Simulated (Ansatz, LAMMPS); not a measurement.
# Glassy 57SiO2-27Al2O3-16BaO (mol %) (149 atoms): geometry optimisation, part 2 of 3

Aim: bring glassy 57SiO2-27Al2O3-16BaO (mol %) (149 atoms) to a nearby minimum of the energy and see what moves.

Ansatz 0.2.0; Kohn-Sham DFT, r2SCAN, PAW (set soft_2), plane waves.

The cell: 25 Si, 24 Al, 7 Ba and 93 O. The quench rate of 25 K/ps is orders of magnitude faster than experiment. The starting topology of bonds comes from the classical model. Sampling is at Γ alone, for a cell whose shortest periodic width is 12 Å. No spin–orbit coupling is included.

So far. Step 3 (Single point at the start): The r.m.s. force component of 1.3 eV/Å and the pressure of 5.0 GPa set the starting point.

### 4. Relaxation

The atoms are relaxed in the fixed cell, aiming at the force tolerance of the input.

The input, input.yaml:

```yaml
crystal:
  lattice:
    - [12.2866, 0.0, 0.0]
    - [0.0, 12.2866, 0.0]
    - [0.0, 0.0, 12.2866]
  atoms:
    [... the 149 atom lines of step 3 ...]
kpoints:
  mp_grid: { grid: [1, 1, 1] }
hamiltonian:
  xc: r2scan
scf:
  occupations: { method: fixed }
output:
  forces: true
relax:
  f_tol: 0.03
  max_steps: 103
```

On the command line:

```console
ansatz run input.yaml --threads 4 --pin off --max-ram 8192MiB --backend cpu --events-out ev --progress --plain --runs-dir out
```

The log of the run:

```text
[...]
Crystal: 149 atoms, lattice volume = 1854.792 Å³
Basis set: ecut = 500 eV, 47089 PW (Γ), exchange–correlation on 360×360×360 points (64 copies of the dense FFT grid, shifted against one another)
Bands: 549, of which v1, the nominal top of the filled ones, is band 400 counted from 1 (399 counted from 0)
Symmetry: 1 space group operations
[...]
k-points: 1
[...]
SCF iter   1: F=—  HF=-123774.643649 eV  |F-HF|=—  |Δ(HF+E_count)|=         —  Δρ=7.83e-3  dr2=1.27e0  dr2_τ=1.16e1  ethr=1.77e-3  ⟨swp⟩=7.0  Hψ=1918  notcnv=0  defer=147
[...]
SCF iter   3: F=—  HF=-123779.291006 eV  |F-HF|=—  |Δ(HF+E_count)|=   4.70e-2  Δρ=1.11e-3  dr2=2.14e-2  dr2_τ=3.56e-3  ethr=3.79e-5  ⟨swp⟩=3.0  Hψ=714  notcnv=0  defer=124
automatic band count: iteration 3 solves 526 bands in place of 549: the levels show a gap, and the empty bands left out lie too high to hold charge; the band table lists the bands solved (type scf.n_extra_bands for more)
SCF iter   4: F=—  HF=-123779.289184 eV  |F-HF|=—  |Δ(HF+E_count)|=   1.82e-3  Δρ=4.84e-4  dr2=3.15e-3  dr2_τ=6.14e-4  ethr=2.67e-6  ⟨swp⟩=2.0  Hψ=841  notcnv=0  defer=124
[...]
SCF iter   7: F=-123779.288878 eV  HF=-123779.288877 eV  |F-HF|=1.11e-6  |Δ(HF+E_count)|=   2.62e-6  Δρ=1.59e-5  dr2=4.41e-6  dr2_τ=5.58e-7  ethr=2.81e-9  ⟨swp⟩=4.0  Hψ=1631  notcnv=0
SCF 1 converged in 7 iterations: F = -123779.288878 eV  dr2 = 4.41e-6
[...]
relax step   1: F+E_penalty+E_count = -123779.28887779 eV  Δ(F+E_penalty+E_count) = +0.000e0 eV  max|allowed force component| = 4.743e0 eV/Å  Δτ_max = 0.0000 Å  (7 SCF iters, dr2 threshold 2.25e-5 eV, accepted)
[... from here on, the SCF cycles and remarks between the steps are left out ...]
relax step   2: F+E_penalty+E_count = -123785.40834089 eV  Δ(F+E_penalty+E_count) = -6.119e0 eV  max|allowed force component| = 2.713e0 eV/Å  Δτ_max = 0.1950 Å  (6 SCF iters, dr2 threshold 1.00e-4 eV, accepted)
relax step   3: F+E_penalty+E_count = -123789.47309364 eV  Δ(F+E_penalty+E_count) = -4.065e0 eV  max|allowed force component| = 1.129e0 eV/Å  Δτ_max = 0.1950 Å  (7 SCF iters, dr2 threshold 1.00e-4 eV, accepted)
relax step   4: F+E_penalty+E_count = -123790.41246378 eV  Δ(F+E_penalty+E_count) = -9.394e-1 eV  max|allowed force component| = 5.967e-1 eV/Å  Δτ_max = 0.2000 Å  (7 SCF iters, dr2 threshold 1.00e-4 eV, accepted)
relax step   5: F+E_penalty+E_count = -123790.89985407 eV  Δ(F+E_penalty+E_count) = -4.874e-1 eV  max|allowed force component| = 5.208e-1 eV/Å  Δτ_max = 0.1950 Å  (6 SCF iters, dr2 threshold 6.17e-5 eV, accepted)
relax step   6: F+E_penalty+E_count = -123791.24584290 eV  Δ(F+E_penalty+E_count) = -3.460e-1 eV  max|allowed force component| = 3.417e-1 eV/Å  Δτ_max = 0.2000 Å  (7 SCF iters, dr2 threshold 7.57e-5 eV, accepted)
relax step   7: F+E_penalty+E_count = -123791.38574371 eV  Δ(F+E_penalty+E_count) = -1.399e-1 eV  max|allowed force component| = 1.658e-1 eV/Å  Δτ_max = 0.2000 Å  (7 SCF iters, dr2 threshold 5.03e-5 eV, accepted)
relax step   8: F+E_penalty+E_count = -123791.45366366 eV  Δ(F+E_penalty+E_count) = -6.792e-2 eV  max|allowed force component| = 2.811e-1 eV/Å  Δτ_max = 0.1950 Å  (7 SCF iters, dr2 threshold 6.46e-6 eV, accepted)
relax step   9: F+E_penalty+E_count = -123791.49589696 eV  Δ(F+E_penalty+E_count) = -4.223e-2 eV  max|allowed force component| = 4.123e-1 eV/Å  Δτ_max = 0.1966 Å  (7 SCF iters, dr2 threshold 1.86e-5 eV, accepted)
relax step  10: F+E_penalty+E_count = -123791.53069277 eV  Δ(F+E_penalty+E_count) = -3.480e-2 eV  max|allowed force component| = 2.362e-1 eV/Å  Δτ_max = 0.2000 Å  (7 SCF iters, dr2 threshold 1.00e-4 eV, accepted)
relax step  11: F+E_penalty+E_count = -123791.57924862 eV  Δ(F+E_penalty+E_count) = -4.856e-2 eV  max|allowed force component| = 1.953e-1 eV/Å  Δτ_max = 0.0574 Å  (6 SCF iters, dr2 threshold 1.83e-5 eV, accepted)
relax step  12: F+E_penalty+E_count = -123791.61187222 eV  Δ(F+E_penalty+E_count) = -3.262e-2 eV  max|allowed force component| = 1.344e-1 eV/Å  Δτ_max = 0.2000 Å  (6 SCF iters, dr2 threshold 1.25e-5 eV, accepted)
relax step  13: F+E_penalty+E_count = -123791.63892214 eV  Δ(F+E_penalty+E_count) = -2.705e-2 eV  max|allowed force component| = 1.503e-1 eV/Å  Δτ_max = 0.1958 Å  (6 SCF iters, dr2 threshold 8.55e-6 eV, accepted)
relax step  14: F+E_penalty+E_count = -123791.67796373 eV  Δ(F+E_penalty+E_count) = -3.904e-2 eV  max|allowed force component| = 1.690e-1 eV/Å  Δτ_max = 0.1953 Å  (6 SCF iters, dr2 threshold 1.07e-5 eV, accepted)
relax step  15: F+E_penalty+E_count = -123791.71515056 eV  Δ(F+E_penalty+E_count) = -3.719e-2 eV  max|allowed force component| = 1.717e-1 eV/Å  Δτ_max = 0.1921 Å  (6 SCF iters, dr2 threshold 2.86e-5 eV, accepted)
relax step  16: F+E_penalty+E_count = -123791.73311266 eV  Δ(F+E_penalty+E_count) = -1.796e-2 eV  max|allowed force component| = 1.491e-1 eV/Å  Δτ_max = 0.2000 Å  (6 SCF iters, dr2 threshold 2.95e-5 eV, accepted)
relax step  17: F+E_penalty+E_count = -123791.74946911 eV  Δ(F+E_penalty+E_count) = -1.636e-2 eV  max|allowed force component| = 1.726e-1 eV/Å  Δτ_max = 0.1615 Å  (6 SCF iters, dr2 threshold 1.68e-5 eV, accepted)
relax step  18: F+E_penalty+E_count = -123791.73375031 eV  Δ(F+E_penalty+E_count) = +1.572e-2 eV  max|allowed force component| = 1.650e-1 eV/Å  Δτ_max = 0.2000 Å  (7 SCF iters, dr2 threshold 2.25e-5 eV, rejected (line search))
relax step  19: F+E_penalty+E_count = -123791.75821495 eV  Δ(F+E_penalty+E_count) = -8.746e-3 eV  max|allowed force component| = 5.525e-2 eV/Å  Δτ_max = 0.0650 Å  (9 SCF iters, accepted)
relax step  20: F+E_penalty+E_count = -123791.77027335 eV  Δ(F+E_penalty+E_count) = -1.206e-2 eV  max|allowed force component| = 3.900e-2 eV/Å  Δτ_max = 0.1000 Å  (9 SCF iters, accepted)
relax step  21: F+E_penalty+E_count = -123791.77142928 eV  Δ(F+E_penalty+E_count) = -1.156e-3 eV  max|allowed force component| = 6.029e-2 eV/Å  Δτ_max = 0.0237 Å  (8 SCF iters, accepted)
relax step  22: F+E_penalty+E_count = -123791.77326904 eV  Δ(F+E_penalty+E_count) = -1.840e-3 eV  max|allowed force component| = 2.750e-2 eV/Å  Δτ_max = 0.0107 Å  (5 SCF iters, dr2 threshold 1.81e-6 eV, accepted)
relax step  23: F+E_penalty+E_count = -123791.77326933 eV  Δ(F+E_penalty+E_count) = -2.905e-7 eV  max|allowed force component| = 2.751e-2 eV/Å  Δτ_max = 0.0000 Å  (3 SCF iters, accepted)
[...]
SCF iter   2: F=-123791.773269 eV  HF=-123791.773269 eV  |F-HF|=1.84e-8  |Δ(HF+E_count)|=   2.61e-8  Δρ=1.14e-6  dr2=3.18e-8  dr2_τ=1.57e-9  ethr=1.03e-11  ⟨swp⟩=3.0  Hψ=1275  notcnv=0
SCF 24 converged in 2 iterations: F = -123791.773269 eV  dr2 = 3.18e-8
SCF converged after 2 iterations
Free energy (F): -123791.773269 eV
[...]
Internal energy: -123791.773269 eV  (E = F + TS)
E sigma→0 (E₀):  -123791.773269 eV
Fermi energy:    4.895710 eV
[...]
--- Forces (eV/Å), atoms counted from 1 ---
  atom   1  Si    -0.01158029     0.00826948    -0.00407863
  atom   2  Si     0.00253881    -0.00123009    -0.01430754
  atom   3  Si     0.00425863     0.00182976     0.00455275
  atom   4  Si    -0.00855641     0.00848069     0.00060650
  atom   5  Si    -0.00175053    -0.01148942     0.00413815
  atom   6  Si    -0.00675011     0.00200656     0.00914377
  atom   7  Si    -0.00287245    -0.00307902    -0.00104996
  atom   8  Si    -0.00673421     0.00838502     0.00947035
  atom   9  Si    -0.00655207     0.00339748    -0.00147956
  atom  10  Si     0.00076917     0.00474231    -0.00747832
  atom  11  Si    -0.00741094    -0.00031206     0.00128062
  atom  12  Si    -0.01169382     0.00090986    -0.01185699
  atom  13  Si    -0.00481167    -0.00213577    -0.00571158
  atom  14  Si     0.00973280     0.01149550     0.01223484
[...]
atom 148  O      0.00164695     0.00052550     0.00029526
  atom 149  O     -0.00251813    -0.00212971    -0.00102635
  max |Σ_I F_I| component: 6.37e-5 eV/Å
--- Relaxed structure (23 steps of the walk, 22 accepted, 0 SCFs on fresh bases) ---
  F+E_penalty+E_count = -123791.77326933 eV   max|allowed force component| = 2.751e-2 eV/Å
  atoms:
    - { symbol: Si, position: [0.215931, 0.283826, 0.828085] }
    - { symbol: Si, position: [0.801724, 0.802466, 0.842772] }
    - { symbol: Si, position: [0.348946, 0.015460, 0.658717] }
    - { symbol: Si, position: [0.413851, 0.914553, 0.322569] }
[...]
- { symbol: O, position: [0.00407547, 0.819793, 0.087850] }
```

The job ended after 18 min (4 threads of Arm Neoverse V2, shared host; peak memory 5.1 GiB; 69 min of CPU time).

Relaxation path (22 of 23):

```csv
step,energy less that of the first step (eV),largest force component (eV/Å)
1,0.0000,4.7426
2,-6.1195,2.7125
3,-10.1842,1.1294
4,-11.1236,0.5967
5,-11.6110,0.5208
6,-11.9570,0.3417
7,-12.0969,0.1658
8,-12.1648,0.2811
9,-12.2070,0.4123
10,-12.2418,0.2362
11,-12.2904,0.1953
13,-12.3500,0.1503
14,-12.3891,0.1690
15,-12.4263,0.1717
16,-12.4442,0.1491
17,-12.4606,0.1726
18,-12.4449,0.1650
19,-12.4693,0.0553
20,-12.4814,0.0390
21,-12.4826,0.0603
22,-12.4844,0.0275
23,-12.4844,0.0275
```

Relaxation step 18 was tried and not accepted.

The atoms that moved most (Å):

```
atom      dx      dy      dz  length
Ba52  -0.695  -0.857  -1.292   1.699
Ba56   0.009  -0.836  -0.437   0.943
Ba55  -0.359   0.400  -0.506   0.738
Ba51  -0.379   0.598   0.035   0.709
O122   0.196  -0.558   0.143   0.608
O110   0.395  -0.214   0.275   0.526
Ba50  -0.300   0.367  -0.020   0.475
 O78   0.307   0.340   0.120   0.474
```

The relaxation changed the energy by -83.8 meV/atom, and atoms moved by 0.28 Å r.m.s., 1.7 Å at most.

### 5. Local order after relaxation

Bonds before and after, by the cutoffs listed below:

```
pair  bonds before  bonds after  mean before (Å)  mean after (Å)  spread before (Å)  spread after (Å)
O-Si           100          101            1.611           1.629              0.052             0.040
O-Al           100          102            1.780           1.796              0.111             0.090
O-Ba            67           67            3.054           2.977              0.267             0.283
```

Density 3.40 g/cm³, 12.45 Å³ an atom.

Pair distribution functions g(r), in bins of 0.2 Å:

| r (Å) | total | O-O | O-Si | O-Al | O-Ba | Si-Si | Si-Al |
| --- | --- | --- | --- | --- | --- | --- | --- |
| 1.50 | 0.48 | 0.00 | 2.31 | 0.00 | 0.00 | 0.00 | 0.00 |
| 1.70 | 3.51 | 0.00 | 9.71 | 7.35 | 0.00 | 0.00 | 0.00 |
| 1.90 | 0.60 | 0.00 | 0.09 | 2.88 | 0.00 | 0.00 | 0.00 |
| 2.10 | 0.05 | 0.00 | 0.00 | 0.23 | 0.00 | 0.00 | 0.00 |
| 2.30 | 0.04 | 0.06 | 0.00 | 0.07 | 0.00 | 0.00 | 0.00 |
| 2.50 | 0.66 | 1.43 | 0.00 | 0.11 | 1.25 | 0.00 | 0.00 |
| 2.70 | 1.71 | 3.79 | 0.09 | 0.17 | 2.16 | 0.31 | 0.33 |
| 2.90 | 1.19 | 1.96 | 0.15 | 0.31 | 2.40 | 0.83 | 2.01 |
| 3.10 | 1.10 | 1.10 | 0.43 | 0.62 | 1.42 | 3.17 | 4.23 |
| 3.30 | 1.01 | 0.74 | 0.89 | 0.99 | 1.04 | 0.89 | 2.19 |
| 3.50 | 0.83 | 0.49 | 1.20 | 1.22 | 0.66 | 0.00 | 0.20 |
| 3.70 | 0.96 | 0.63 | 1.48 | 1.08 | 0.74 | 0.68 | 0.54 |
| 3.90 | 1.11 | 0.61 | 1.58 | 1.54 | 1.18 | 1.07 | 0.57 |
| 4.10 | 1.06 | 0.49 | 1.87 | 1.71 | 0.40 | 0.83 | 0.37 |
| 4.30 | 1.09 | 0.71 | 1.35 | 1.47 | 1.28 | 1.52 | 1.40 |
| 4.50 | 1.06 | 1.02 | 0.90 | 1.08 | 1.50 | 0.93 | 1.29 |
| 4.70 | 0.86 | 1.14 | 0.55 | 0.72 | 0.92 | 1.06 | 0.67 |
| 4.90 | 1.00 | 1.52 | 0.70 | 0.59 | 0.94 | 1.18 | 0.66 |
| 5.10 | 1.08 | 1.45 | 0.61 | 0.67 | 1.70 | 1.10 | 0.99 |
| 5.30 | 1.07 | 1.33 | 0.85 | 0.72 | 1.09 | 1.59 | 1.09 |
| 5.50 | 0.92 | 0.96 | 0.95 | 0.74 | 0.68 | 1.09 | 1.34 |
| 5.70 | 0.93 | 0.87 | 0.95 | 0.97 | 0.87 | 0.95 | 0.91 |
| 5.90 | 0.92 | 0.75 | 1.23 | 1.06 | 0.72 | 0.96 | 0.74 |

Bonds by pair of elements; cutoffs follow the first minimum of g(r), held within bounds set by covalent radii, and pairs that aren't listed don't count as bonded:

| pair A-B | cutoff (Å) | bonds | mean length (Å) | spread (Å) | shortest (Å) | B about A | A about B |
| --- | --- | --- | --- | --- | --- | --- | --- |
| O-Si | 2.16 | 101 | 1.63 | 0.04 | 1.56 | 1.09 | 4.04 |
| O-Al | 2.33 | 102 | 1.80 | 0.09 | 1.68 | 1.10 | 4.25 |
| O-Ba | 3.58 | 67 | 2.98 | 0.283 | 2.41 | 0.72 | 9.57 |

How many atoms have how many bonded neighbours:

| element | mean | 2 | 3 | 4 | 5 | 6 | 8 | 9 | 10 | 13 |
| --- | --- | --- | --- | --- | --- | --- | --- | --- | --- | --- |
| Al | 4.25 | 0 | 0 | 19 | 4 | 1 | 0 | 0 | 0 | 0 |
| Ba | 9.57 | 0 | 0 | 0 | 0 | 0 | 2 | 2 | 2 | 1 |
| O | 2.90 | 26 | 52 | 13 | 2 | 0 | 0 | 0 | 0 | 0 |
| Si | 4.04 | 0 | 0 | 24 | 1 | 0 | 0 | 0 | 0 | 0 |

Bond angles (no mean is given where the spread exceeds 20°):

```
  angle  count  mean (°)  spread (°)
 O-Al-O    169       108        17.9
 O-Si-O    154       109         8.7
Ba-O-Si     70       101        17.2
Al-O-Si     69       132        14.7
Al-O-Ba     69       104        17.1
```

Oxygen atoms by the number of network formers (Si, P, Ge, B, Al, As, Ga) bound to them:

| network formers bound to O | O atoms | per cent |
| --- | --- | --- |
| 0 | 0 | 0 |
| 1 | 1 | 1.1 |
| 2 | 74 | 79.6 |
| 3 | 18 | 19.4 |

Network units: each former by its oxygen neighbours and how many of them bridge to another former:

| former | O neighbours | bridging O | atoms |
| --- | --- | --- | --- |
| Si | 4 | 3 | 1 |
| Si | 4 | 4 | 23 |
| Si | 5 | 5 | 1 |
| Al | 4 | 4 | 19 |
| Al | 5 | 5 | 4 |
| Al | 6 | 6 | 1 |

Bond length by coordination (bonds to H left out):

```csv
element,coordination,atoms,mean bond length (Å)
Al,4,19,1.76
Al,5,4,1.88
Al,6,1,1.94
Ba,8,2,3.01
Ba,9,2,2.94
Ba,10,2,2.94
Ba,13,1,3.03
O,2,26,1.67
O,3,52,2.02
O,4,13,2.31
O,5,2,2.44
Si,4,24,1.62
Si,5,1,1.73
```

Rings of the network by King's shortest-path rule, up to 12 atoms, one path for each pair of neighbours; H, halogens, alkali and alkaline-earth atoms are left out:

```
ring size (atoms)  rings  per network atom
                4      7             0.049
                6     11             0.077
                8     36             0.254
               10     45             0.317
               12     32             0.225
```

Among the first-shell peaks of g(r) are those at about 2.7 Å (O-O), 1.6 Å (O-Si), 1.8 Å (O-Al), 2.9 Å (O-Ba), 3.1 Å (Si-Si) and 3.1 Å (Si-Al). With the cutoffs above, 79 % of Al atoms have 4, 56 % of O atoms have 3 and 96 % of Si atoms have 4 bonded neighbours. The O-Al-O angle averages 108° with a spread of 18°. 80 % of the oxygens bridge two formers and 1 % are non-bridging; 19 % join three. The commonest Si unit has 4 oxygens, 4 of them shared with other formers (23 of 25 atoms). Rings of 10 atoms are the most common (34 % of those counted); sizes run from 4 to 12, where the search stops.

(Part 2 of 3 ends here.)

[Long decimals in the printed logs are rounded to 6 places.]

[Logs are printed without paths, hosts, clocks, repeated set-up lines and the standing remarks that a program may print on its own settings, such as how far it seeks lower states.]

[Hosts, paths, dates, database ids (printed as entryN), source tags and the programs' standing remarks are cut or masked in the printed files.]

[A walk said to have stopped at its limit may instead have ended on an SCF cycle that didn't converge.]
